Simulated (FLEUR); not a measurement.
Entries from a set of simulations; values are calculated unless marked as measured.

```cif
data_vos
_symmetry_space_group_name_H-M 'Pm-3m'
_symmetry_Int_Tables_number 221
_cell_length_a 3.0166
_cell_length_b 3.0166
_cell_length_c 3.0166
_cell_angle_alpha 90.000
_cell_angle_beta 90.000
_cell_angle_gamma 90.000
_cell_volume 27.45
loop_
_atom_site_label
_atom_site_type_symbol
_atom_site_symmetry_multiplicity
_atom_site_Wyckoff_symbol
_atom_site_fract_x
_atom_site_fract_y
_atom_site_fract_z
_atom_site_occupancy
V1 V 1 a 0.00000 0.00000 0.00000 1
Os1 Os 1 b 0.50000 0.50000 0.50000 1
_calc_subject 'Collinear magnetic orders of VOs with FLEUR'
_calc_method 'LDA (VWN); all-electron FLAPW, Dirac cores, scalar-relativistic bands'
_calc_program 'FLEUR MaX-R8.1'
_calc_settings_of_one_run 'kmax 3.6 1/bohr, gmax 10.8 1/bohr, muffin tin radii V: 2.41, Os: 2.41 bohr, lmax V: [10, 8], Os: [10, 8], hist occupations, smearing width 0.08 eV, mixer Anderson, mixing 0.05, max iterations 90, stop 2.00e-5 me/bohr³, collinear spin, 10×10×5 k-mesh, mesh matched on, starting moments 1.5 -1.5 1 -1 μB'
_calc_cost '5 runs, 14 min in all on 2 MPI ranks of Arm Neoverse V2, shared host (the runs of this entry)'
_calc_lowest_state_found 'non-magnetic (initial antiferro q=(0,0,1/2) +-+-)'
_calc_largest_site_spin_moment '0 μB'
```

[Logs and program files are shortened in this print: banners, set-up blocks, solver, clock and traceback lines can be left out without a mark of their own.]

[Logs are printed without paths, hosts, clocks, repeated set-up lines and the standing remarks that a program may print on its own settings, such as how far it seeks lower states.]

[Hosts, paths, dates, database ids (printed as entryN), source tags and the programs' standing remarks are cut or masked in the printed files.]

[Where a cell is said to come from a database of computed structures, the database is the Materials Project.]
